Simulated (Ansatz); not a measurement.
**LiZnI3 (model cell, started as cubic perovskite with Zn in the octahedra): a soft mode frozen in**

Wanted: the energy along a soft mode of LiZnI3 (model cell, started as cubic perovskite with Zn in the octahedra) and the structure at the end.

Main program and level: Ansatz 0.2.0; DFT PBEsol, scalar-relativistic, plane waves, PAW; PAW set soft_1.

Report form: the programs' logs are mostly left out.

The structure was built from a prototype and need not be the compound's stable phase.

## Step 1: Set-up

It takes space group Pm-3m (No. 221, cubic). Conventional cell: a = 5.567 Å, b = 5.567 Å, c = 5.567 Å, α = 90.00°, β = 90.00°, γ = 90.00°. Nearest to Li lie 12 I at 3.94 Å. Zn has 6 I at 2.78 Å nearest. Nearest to I lie 2 Zn at 2.78 Å. Farther neighbours and most contacts between anions are not listed.

## Step 2: Response at finite wavevector

The cell comes from relaxations at this level that are not shown. Stability and thermal properties need the whole zone. Linear response on a 2×2×2 q mesh gives force constants as far as a supercell of that size would.

Contents of input.yaml:

```yaml
crystal:
  lattice:
    - [5.5671905569, 0.0, 0.0]
    - [0.0, 5.5671905569, 0.0]
    - [0.0, 0.0, 5.5671905569]
  atoms:
    - { symbol: Li, position: [0.0, 0.0, 0.0] }
    - { symbol: Zn, position: [0.5, 0.5, 0.5] }
    - { symbol: I, position: [0.5, 0.5, 0.0] }
    - { symbol: I, position: [0.5, 0.0, 0.5] }
    - { symbol: I, position: [0.0, 0.5, 0.5] }
kpoints:
  mp_grid: { grid: [6, 6, 6] }
hamiltonian:
  xc: pbesol
  pseudopotentials: { kind: paw, azcp: { folder: soft_1 }, xc_functional: pbe }
scf:
  occupations: { method: methfessel_paxton, width: 0.2 }
output:
  eigenvalues: true
phonons:
  method: dfpt
  qmesh: [2, 2, 2]
  temperatures: { t_max: 1000, t_step: 50 }
  qpath:
    path:
      - [[0.0, 0.0, 0.0], [0.0, 0.5, 0.0], [0.5, 0.5, 0.0], [0.0, 0.0, 0.0], [0.5, 0.5, 0.5], [0.0, 0.5, 0.0]]
      - [[0.5, 0.5, 0.5], [0.5, 0.5, 0.0]]
    npoints: 10
```

Launch:

```bash
$ ansatz run input.yaml --threads 4 --pin off --max-ram 16384MiB --backend cpu --events-out ev --progress --plain --runs-dir out
```

The job ended after 5.2 min (4 threads of Arm Neoverse V1, shared host; peak memory 1.5 GiB; 20 min of CPU time).

Numbers from this step:

```
volume per atom                                         : 34.51 Å³
gap on the k-mesh                                       : 0 eV
sum-rule residual before enforcement                    : 7.04e-5 eV/Å²
lowest frequency on the path                            : -170.6 cm⁻¹
point group                                             : m-3m
highest frequency on the path or at a solved wavevector : 144.3 cm⁻¹
highest optical mode at the zone centre (no LO-TO term) : 111.7 cm⁻¹
lowest optical zone-centre mode                         : -170.6 cm⁻¹
lowest mode on the q mesh (acoustic modes at Γ apart)   : -170.6 cm⁻¹
```

Frequencies (cm⁻¹) solved at each irreducible wavevector; negative means imaginary. Frequencies by wavevector, by row:

```csv
q in reciprocal lattice units,star,mode 1,mode 2,mode 3,mode 4,mode 13,mode 14,mode 15
0 0 0,1,-170.6,-170.6,-170.6,-27.1,111.7,111.7,111.7
0 0 -0.5,3,-161.9,-161.9,-106.1,-31.6,111.8,112.7,124.7
0 -0.5 -0.5,3,-149.2,-149.2,-149.2,-65.5,129.4,133.8,133.8
-0.5 -0.5 -0.5,1,-169.3,-169.3,-169.3,-65.6,136.2,136.2,143.8
```

Interpolated from a 2×2×2 q mesh. The phonon branches at the labelled points (cm⁻¹):

```csv
point,branch 1,branch 2,branch 3,branch 4,branch 12,branch 13,branch 14,branch 15
Γ,-171,-171,-171,-27,0,112,112,112
halfway,-166,-166,-142,-29,80,112,112,117
X,-162,-162,-106,-32,112,112,113,125
halfway,-156,-156,-131,-54,100,113,129,130
M,-149,-149,-149,-65,114,130,134,134
halfway,-161,-151,-147,-47,88,107,112,127
Γ,-171,-171,-171,-27,0,112,112,112
halfway,-154,-154,-152,-50,95,107,107,137
R,-169,-169,-169,-66,136,136,136,144
halfway,-158,-157,-146,-57,102,107,132,140
X,-162,-162,-106,-32,112,112,113,125
jump to R,-169,-169,-169,-66,136,136,136,144
halfway,-160,-159,-159,-66,105,135,135,142
M,-149,-149,-149,-65,114,130,134,134
```

Symmetry leaves 4 wavevectors to solve. The lowest mode among them, the acoustic zeros apart, lies at Γ and is imaginary, 170.6i cm⁻¹, so the energy falls along it.

## Step 3: The mode frozen in, largest atomic shift 0 Å

The mode followed lies at q = (-0.5, -0.5, -0.5) with frequency 169.3i cm⁻¹ and is 3-fold degenerate, one of the unstable modes though not the softest. At small amplitude the distorted cell has space group no. 74 by a symmetry search on the positions. The undistorted cell that holds it gives the zero of energy on the same k mesh.

System of this step: LiZnI3 (model cell, started as cubic perovskite with Zn in the octahedra). It takes space group Pm-3m (No. 221, cubic). Conventional cell: a = 5.567 Å, b = 5.567 Å, c = 5.567 Å, α = 90.00°, β = 90.00°, γ = 90.00°. Nearest to Li lie 12 I at 3.94 Å. Nearest to Zn lie 6 I at 2.78 Å. I has 2 Zn at 2.78 Å nearest. Farther neighbours and most contacts between anions are not listed.

input.yaml, the sections that differ from step 2:

```yaml
crystal:
  lattice:
    - [5.5671905569, 5.5671905569, 0.0]
    - [5.5671905569, 0.0, 5.5671905569]
    - [5.5671905569, 0.0, -5.5671905569]
  atoms:
    - { symbol: Li, position: [0.0, 0.5, 0.5] }
    - { symbol: Li, position: [0.0, 0.0, 1.0] }
    - { symbol: Zn, position: [0.5, 0.25, 0.75] }
    - { symbol: Zn, position: [0.5, 0.75, 0.25] }
    - { symbol: I, position: [0.5, 0.5, 0.5] }
    - { symbol: I, position: [0.5, 0.0, 0.0] }
    - { symbol: I, position: [0.0, 0.0, 0.5] }
    - { symbol: I, position: [0.0, 0.5, 0.0] }
    - { symbol: I, position: [0.5, 0.0, 0.5] }
    - { symbol: I, position: [0.5, 0.5, 0.0] }
output:
  forces: true
  stress: true
  eigenvalues: true
# kpoints, hamiltonian, scf: as in step 2
# phonons: removed
```

The job ended after 10 s (4 threads; peak memory 1 GiB; 38 s of CPU time).

Numbers from this step:

```
pressure                         : -0.003094 GPa
energy from the undistorted cell : 0 meV/atom
```

The run ends at a pressure of 0.00 GPa.

## Step 4: The mode frozen in, largest atomic shift 0.6 Å

The atoms are moved along the unstable eigenvector, the largest shift by 0.6 Å, with the cell fixed.

input.yaml, the sections that differ from step 3:

```yaml
crystal:
  lattice:
    - [5.5671905569, 5.5671905569, 0.0]
    - [5.5671905569, 0.0, 5.5671905569]
    - [5.5671905569, 0.0, -5.5671905569]
  atoms:
    - { symbol: Li, position: [-0.0762079301, 0.5762079301, 0.5] }
    - { symbol: Li, position: [0.0762079301, -0.0762079301, 1.0] }
    - { symbol: Zn, position: [0.5, 0.25, 0.75] }
    - { symbol: Zn, position: [0.5, 0.75, 0.25] }
    - { symbol: I, position: [0.5, 0.5012122495, 0.5012122495] }
    - { symbol: I, position: [0.5, -0.0012122495, -0.0012122495] }
    - { symbol: I, position: [0.0, -0.0012122495, 0.4987877505] }
    - { symbol: I, position: [0.0, 0.5012122495, 0.0012122495] }
    - { symbol: I, position: [0.5024244989, -0.0024244989, 0.5] }
    - { symbol: I, position: [0.4975755011, 0.5024244989, 0.0] }
# kpoints, hamiltonian, scf, output: as in step 3
```

It took 28 s on 4 threads; peak memory 1.4 GiB; 1.9 min of CPU time.

Numbers from this step:

```
pressure                         : 0.06713 GPa
energy from the undistorted cell : -25.39 meV/atom
```

The energy, extrapolated to zero smearing, is -25.39 meV/atom against the undistorted cell.

The run ends at a pressure of 0.07 GPa, with forces up to 0.38 eV/Å.

## Step 5: Energy along the mode, all amplitudes (two of the runs are shown above)

An imaginary frequency means negative curvature, so the energy should fall and then rise again as anharmonic terms take over.

This step gave:

```
depth at the lowest point sampled  : 25.39 meV/atom
largest atomic shift at that point : 0.6 Å
```

The energy from the parent by largest atomic shift:

```csv
largest atomic shift (Å),energy from the parent (meV/atom)
0.000,0
0.040,-0.121
0.080,-0.483
0.140,-1.48
0.220,-3.63
0.320,-7.60
0.450,-14.8
0.600,-25.4
```

Displacement at unit largest shift by atom:

```csv
atom,x (Å),y (Å),z (Å),size
Li1,0.000,-0.707,0.707,1.000
Li2,0.000,0.707,-0.707,1.000
Zn3,0.000,0.000,0.000,0.000
Zn4,0.000,0.000,0.000,0.000
I5,0.022,0.000,0.000,0.022
I6,-0.022,0.000,0.000,0.022
I7,-0.022,0.000,0.000,0.022
I8,0.022,0.000,0.000,0.022
I9,0.000,0.022,-0.022,0.031
I10,0.000,-0.022,0.022,0.031
```

The lowest of the steps tried is the last one, at 0.6 Å, 25.4 meV/atom below the parent; the bottom of the well need not coincide with a step.

## Step 6: Relaxation from the frozen mode

Starting from the lowest point found, all atoms and the cell are let go, so that strain and other modes of the same symmetry can join in.

input.yaml, as its differences from that of step 4:

```diff
@@ -27 +27,6 @@
   eigenvalues: true
+relax:
+  adjacent_minimum: "off"
+  f_tol: 0.002
+  max_steps: 120
+  cell: { stress_tol: 0.03 }
```

Run time: 6.8 min. Hardware: 4 threads; peak memory 1.5 GiB; 27 min of CPU time.

Relaxation path:

```csv
step,energy less that of the first step (eV),largest force component (eV/Å),pressure (GPa),volume (Å³)
1,0.0000,0.2658,0.07,345.09
2,-0.2240,0.3160,-0.09,349.32
3,-0.4091,0.2513,-0.06,353.27
4,-0.5041,0.3841,0.12,356.15
5,-0.7645,0.4153,-0.18,359.57
6,-1.0404,0.5285,-0.27,360.15
7,-1.3390,0.2938,-0.62,357.03
8,-1.5644,0.1787,-0.32,345.08
9,-1.6661,0.0443,-0.38,337.39
10,-1.6627,0.1793,0.10,325.94
11,-1.6880,0.0220,-0.02,331.05
12,-1.6893,0.0103,-0.02,330.30
13,-1.6897,0.0044,0.00,330.22
14,-1.6897,0.0057,-0.02,330.46
15,-1.6898,0.0002,0.00,330.33
16*,-1.6872,0.0002,0.00,330.33
```

Relaxation steps marked * repeat the geometry before them on a plane-wave basis chosen anew for their cell, so energy and pressure can jump there. Relaxation step 10 was tried and not accepted.

The run keeps the 8 symmetry operations that it works with, so distortions that break them were not tested.

```csv
"conventional cell, symmetrised",before,after,change
a (Å),7.873,7.878,+0.1 %
b (Å),11.134,10.694,-4.0 %
c (Å),7.873,7.842,-0.4 %
volume (Å³/atom),34.51,33.03,-4.3 %
```

The atoms that moved most (Å, as changes of fractional coordinates times the final cell):

```csv
atom,dx,dy,dz,length
Li1,0.000,-0.831,0.831,1.176
Li2,0.000,0.831,-0.831,1.176
I9,0.000,-0.598,0.598,0.845
I10,0.000,0.598,-0.598,0.845
I6,-0.607,0.000,0.000,0.607
I8,0.607,0.000,0.000,0.607
I7,-0.607,0.000,0.000,0.607
I5,0.607,0.000,0.000,0.607
```

Final coordinates:

```cif
data_structure
_symmetry_space_group_name_H-M 'P 1'
_symmetry_Int_Tables_number 1
_cell_length_a 7.7124
_cell_length_b 7.7124
_cell_length_c 7.7124
_cell_angle_alpha 92.213
_cell_angle_beta 61.427
_cell_angle_gamma 61.111
_cell_volume 330.33
loop_
_atom_site_label
_atom_site_type_symbol
_atom_site_fract_x
_atom_site_fract_y
_atom_site_fract_z
_atom_site_occupancy
Li1 Li 0.77385 0.72615 0.50000 1
Li2 Li 0.22615 0.77385 0.00000 1
Zn3 Zn 0.50000 0.25000 0.75000 1
Zn4 Zn 0.50000 0.75000 0.25000 1
I5 I 0.50000 0.55800 0.55800 1
I6 I 0.50000 0.94200 0.94200 1
I7 I 0.00000 0.94200 0.44200 1
I8 I 0.00000 0.55800 0.05800 1
I9 I 0.39462 0.10538 0.50000 1
I10 I 0.60538 0.39462 0.00000 1
```

Numbers from this step:

| Quantity | Value |
| --- | --- |
| pressure | -9.95e-4 GPa |
| volume per atom | 33.03 Å³ |
| gap on the k-mesh | 0.8284 eV |

The distorted start has space group Imma; the relaxation ends in Imma.

## Step 7: The new phase in its own primitive cell

The relaxed structure is symmetrised, reduced to its primitive cell and relaxed tightly, as its phonons need.

Contents of input.yaml:

```yaml
crystal:
  lattice:
    - [-3.9390812548, 5.3471465705, 3.9207632392]
    - [3.9390812548, -5.3471465705, 3.9207632392]
    - [3.9390812548, 5.3471465705, -3.9207632392]
  atoms:
    - { symbol: Li, position: [0.4761525249, 0.2261525249, 0.25] }
    - { symbol: Li, position: [0.5238474751, 0.7738474751, 0.75] }
    - { symbol: Zn, position: [0.5, 0.5, 0.0] }
    - { symbol: Zn, position: [0.0, 0.5, 0.5] }
    - { symbol: I, position: [0.6920045679, 0.0, 0.1920045679] }
    - { symbol: I, position: [0.3079954321, 0.0, 0.8079954321] }
    - { symbol: I, position: [0.3079954321, 0.5, 0.3079954321] }
    - { symbol: I, position: [0.6920045679, 0.5, 0.6920045679] }
    - { symbol: I, position: [0.8553847701, 0.6053847701, 0.25] }
    - { symbol: I, position: [0.1446152299, 0.3946152299, 0.75] }
kpoints:
  mp_grid: { grid: [4, 4, 4] }
hamiltonian:
  xc: pbesol
  pseudopotentials: { kind: paw, azcp: { folder: soft_1 }, xc_functional: pbe }
scf:
  occupations: { method: fixed }
output:
  forces: true
  stress: true
  eigenvalues: true
relax:
  adjacent_minimum: "off"
  f_tol: 0.001
  max_steps: 60
  cell: { stress_tol: 0.01 }
```

The job ended after 22 s (4 threads; peak memory 1.1 GiB; 87 s of CPU time).

Little changed from the start: no atom moved by 0.005 Å and no cell edge by 0.1 %.

Numbers from this step:

* pressure: 3.16e-4 GPa
* gap on the k-mesh: 0.8400 eV
* direct gap on mesh: 0.8670 eV

The largest force component left is 0.45 meV/Å and the pressure is 0.000 GPa, within the tolerances set. The cell now holds 33.03 Å³/atom.

## Step 8: Modes of the new phase, k-mesh 4×4×4, occupations fixed

A relaxed structure may still be a saddle point, so its zone-centre modes are computed. The response to a homogeneous field gives the Born charges and the dielectric tensor.

input.yaml, as its differences from that of step 7:

```diff
@@ -24,9 +24,6 @@
 output:
-  forces: true
-  stress: true
   eigenvalues: true
-relax:
-  adjacent_minimum: "off"
-  f_tol: 0.001
-  max_steps: 60
-  cell: { stress_tol: 0.01 }
+phonons:
+  method: dfpt
+  dielectric: true
+  rigid_motions: translations
```

Elapsed: 11 min, on 4 threads; peak memory 6 GiB; 42 min of CPU time.

Numbers from this step:

```yaml
sum_rule_residual_before_enforcement: 6.54e-5 eV/Å²
miss_of_the_charge_sum_rule: 0.02278 e
estimated_error_of_the_dielectric_tensor: 0.03101
estimated_error_of_the_born_charges: 0.1036 e
point_group: mmm
highest_optical_mode_at_the_zone_centre_no_lo_to_term: 286.0 cm⁻¹
lowest_optical_zone_centre_mode: -50.47 cm⁻¹
mean_high_frequency_dielectric_constant: 6.169
largest_born_charge_third_of_the_trace: 3.280 e
top_of_the_zone_centre_spectrum_with_the_field: 313.6 cm⁻¹
```

Patterns of degenerate modes are one choice out of their space. The modes at Γ (shares of kinetic energy by element, %) (negative means imaginary):

```csv
mode,frequency (cm⁻¹),symmetry,Li %,Zn %,I %
1,-50.5,B3u,0,78,22
2,0.0,acoustic,2,14,84
3,0.0,acoustic,2,14,84
4,0.0,acoustic,2,14,84
5,14.9,B1g,0,0,100
6,27.0,B3g,0,0,100
7,28.8,B2u,1,70,29
8,29.6,B1u,0,69,31
9,30.3,B2g,1,0,99
10,33.0,B3u,1,0,99
11,50.5,B1g,0,0,100
12,58.2,B1u,1,18,81
13,59.1,B3g,2,0,98
14,60.9,Ag,1,0,99
15,64.4,Au,0,1,99
16,71.6,B2g,2,0,98
17,84.3,Ag,5,0,95
18,95.3,B3u,0,8,92
19,104.3,B2u,3,40,57
20,109.5,Au,0,99,1
21,109.7,B1u,34,54,12
22,116.3,B1u,5,9,87
23,120.4,B2u,1,71,28
24,126.7,B3g,1,0,99
25,146.5,Ag,94,0,6
26,166.7,B1u,58,36,6
27,214.6,B3u,97,0,3
28,249.2,B2g,97,0,3
29,251.5,B3g,97,0,3
30,286.0,B2u,93,5,2
```

Displacements in mode 1 (-50.5 cm⁻¹), the largest set to 1:
```
Li1 -0.11  0.00  0.00
Li2 -0.11  0.00  0.00
Zn3  1.00  0.00  0.00
Zn4  1.00  0.00  0.00
I5  -0.11  0.00  0.15
I6  -0.11  0.00  0.15
I7  -0.11  0.00 -0.15
I8  -0.11  0.00 -0.15
I9  -0.28  0.00  0.00
I10 -0.28  0.00  0.00
```

Displacements in mode 24 (126.7 cm⁻¹), the largest set to 1:
```
Li1  0.00 -0.78  0.00
Li2  0.00  0.78  0.00
Zn3  0.00  0.00  0.00
Zn4  0.00  0.00  0.00
I5   0.77  0.00  0.68
I6  -0.77  0.00 -0.68
I7   0.77  0.00 -0.68
I8  -0.77  0.00  0.68
I9   0.00  1.00  0.00
I10  0.00 -1.00  0.00
```

Optical modes at the zone centre, without and with the macroscopic field of the longitudinal modes; each column is sorted by frequency, so a row need not hold one and the same mode. Modes with and without the field, by row:

```csv
rank among optical modes,no field (cm⁻¹),"q along (1, 0, 0) (cm⁻¹)","q along (0, 1, 0) (cm⁻¹)","q along (0, 0, 1) (cm⁻¹)"
1,-50.5,14.9,-50.5,-50.5
2,14.9,27,14.9,14.9
3,27,28.8,27,27
4,28.8,29.6,29.6,28.8
5,29.6,30.3,30.3,30.3
6,30.3,31.8,33,33
7,33,36.4,45.9,50.5
8,50.5,50.5,50.5,56.5
9,58.2,58.2,58.2,59.1
10,59.1,59.1,59.1,60.9
11,60.9,60.9,60.9,64.4
12,64.4,64.4,64.4,71.6
13,71.6,71.6,71.6,75.6
14,84.3,84.3,84.3,84.3
15,95.3,104.3,95.3,95.3
16,104.3,109.5,109.5,104.3
17,109.5,109.7,109.7,109.5
18,109.7,114.3,116.3,109.7
19,116.3,116.3,119.6,120.4
20,120.4,120.4,126.7,126.7
21,126.7,126.7,143.8,135
22,146.5,146.5,146.5,146.5
23,166.7,166.7,166.7,182.3
24,214.6,249.2,214.6,214.6
25,249.2,251.5,249.2,249.2
26,251.5,253.9,251.5,251.5
27,286,286,313.6,286
```

Born charge (rows field, columns displacement) (e), principal values of the symmetric part by kind of site:

```csv
atom,atoms with these values,low,middle,high,mean
Li1,2,0.68,1.43,1.56,1.23
Zn3,2,2.94,3.36,3.54,3.28
I5,4,-2.79,-1.14,-0.59,-1.51
I9,2,-2.63,-1.30,-0.53,-1.49
```

In full for I5:

```
-2.13  0.00 -0.98
 0.00 -1.15  0.00
-1.03  0.00 -1.25
```

High-frequency dielectric tensor:

```
6.35 0.00 0.00
0.00 6.52 0.00
0.00 0.00 5.64
```

Transverse modes; imaginary modes are left out. Infrared lines, with heights relative to the strongest:

```csv
position (cm⁻¹),lines merged,relative intensity
15,1,0.0
27,1,0.0
29,1,20
30,2,43
33,1,0.1
50,1,0.0
58,1,1.9
59,1,0.0
61,1,0.0
64,1,0.0
72,1,0.0
84,1,0.0
95,1,27
104,1,68
110,2,0.2
116,1,24
120,1,2.5
127,1,0.0
146,1,0.0
167,1,18
215,1,100
249,1,0.0
252,1,0.0
286,1,96
```

Before it was imposed, the acoustic sum rule was missed by 6.5e-5 eV/Å² and the charge sum rule by 0.023 e. Small misses are needed for a sound result but don't prove that mesh and cutoff are converged. The lowest optical mode is imaginary, 50.5i cm⁻¹, so the energy falls along it.

The log warns of the k mesh: “the force constants stand on the 4×4×4 k-mesh, whose period is 11.65 times the interband length at k = (0.0000, 0.0000, 0.0000), direct gap 0.867 eV, under 14: take them and everything formed from them as unconverged”.

## Step 9: The phases reached

The phases reached along the modes that were followed are set side by side.

Energies are those of the first relaxation, on the mesh of the frozen mode; space group, volume and gap are those of the last relaxation. Phases, by row:

```csv
mode frozen in,space group,energy from parent (meV/atom),volume (Å³/atom),gap on mesh (eV),lowest zone-centre optical mode (cm⁻¹),largest shift (Å)
parent,Pm-3m,0,34.51,0,–,–
"q = (0, 0, 0), 171i cm⁻¹",R3m,-153.1,44.3,1.521,-23.3,1.464
"q = (0, 0, 0), 171i cm⁻¹",Amm2,-314.6,41.65,2.308,-15.7,2.027
"q = (-0.5, -0.5, -0.5), 169i cm⁻¹",I4/mmm,-90.37,35.76,0,-49.7,1.409
"q = (-0.5, -0.5, -0.5), 169i cm⁻¹",R-3m,-109.5,36.36,0,-47.8,1.763
"q = (-0.5, -0.5, -0.5), 169i cm⁻¹",Imma,-193.9,33.03,0.84,-50.5,1.773
```

## Step 10: What came out

- unstable mode of the parent: q = (-0.5, -0.5, -0.5), 169i cm⁻¹
- depth at the lowest point sampled: 25.4 meV/atom
- largest atomic shift at that point: 0.6 Å
- space group reached (within 0.01 Å): Imma
- energy gained over the parent (first relaxation, on the mesh of the frozen mode): 194 meV/atom
- volume per atom, phase reached: 33.0 Å³
- gap on the k-mesh, phase reached: 0.840 eV
- lowest optical zone-centre mode, phase reached: -50.5 cm⁻¹
- highest optical mode at the zone centre (no LO-TO term), phase reached: 286 cm⁻¹

In words: Along this mode the structure falls into Imma, 194 meV/atom below the parent. At the parent's cell the well is 25.39 meV/atom deep on the steps tried, with its lowest point at a shift of 0.6 Å. That is the last step tried, so the steps alone don't bracket the bottom of the well. Relaxing atoms and cell changes the gain by +168.52 meV/atom against the lowest step (energies at zero smearing). Most of the total comes from this relaxation. The new phase still has an imaginary mode at the zone centre of its cell, so it is a saddle point on the way to a lower structure. Of the 5 patterns followed to their end from this parent, this one ends 121 meV/atom above the lowest, Amm2. Each path keeps the symmetry of its pattern, so a lower phase may lie along a pattern not tried. With the field response the log warns that the k mesh is coarse for the force constants too, so the frequencies may not be converged. With no gap, or one that is small against the smearing, the frequencies hang on the k mesh and the smearing, most of all near Kohn anomalies. Spin-orbit coupling is left out, which can matter for the heavy elements here. The PAW files were made for PBE and serve the other functionals too. The starting cell was built on a prototype and not taken from a measurement, so the phase need not exist.

[Logs are printed without paths, hosts, clocks, repeated set-up lines and the standing remarks that a program may print on its own settings, such as how far it seeks lower states.]

[Hosts, paths, dates, database ids (printed as entryN), source tags and the programs' standing remarks are cut or masked in the printed files.]
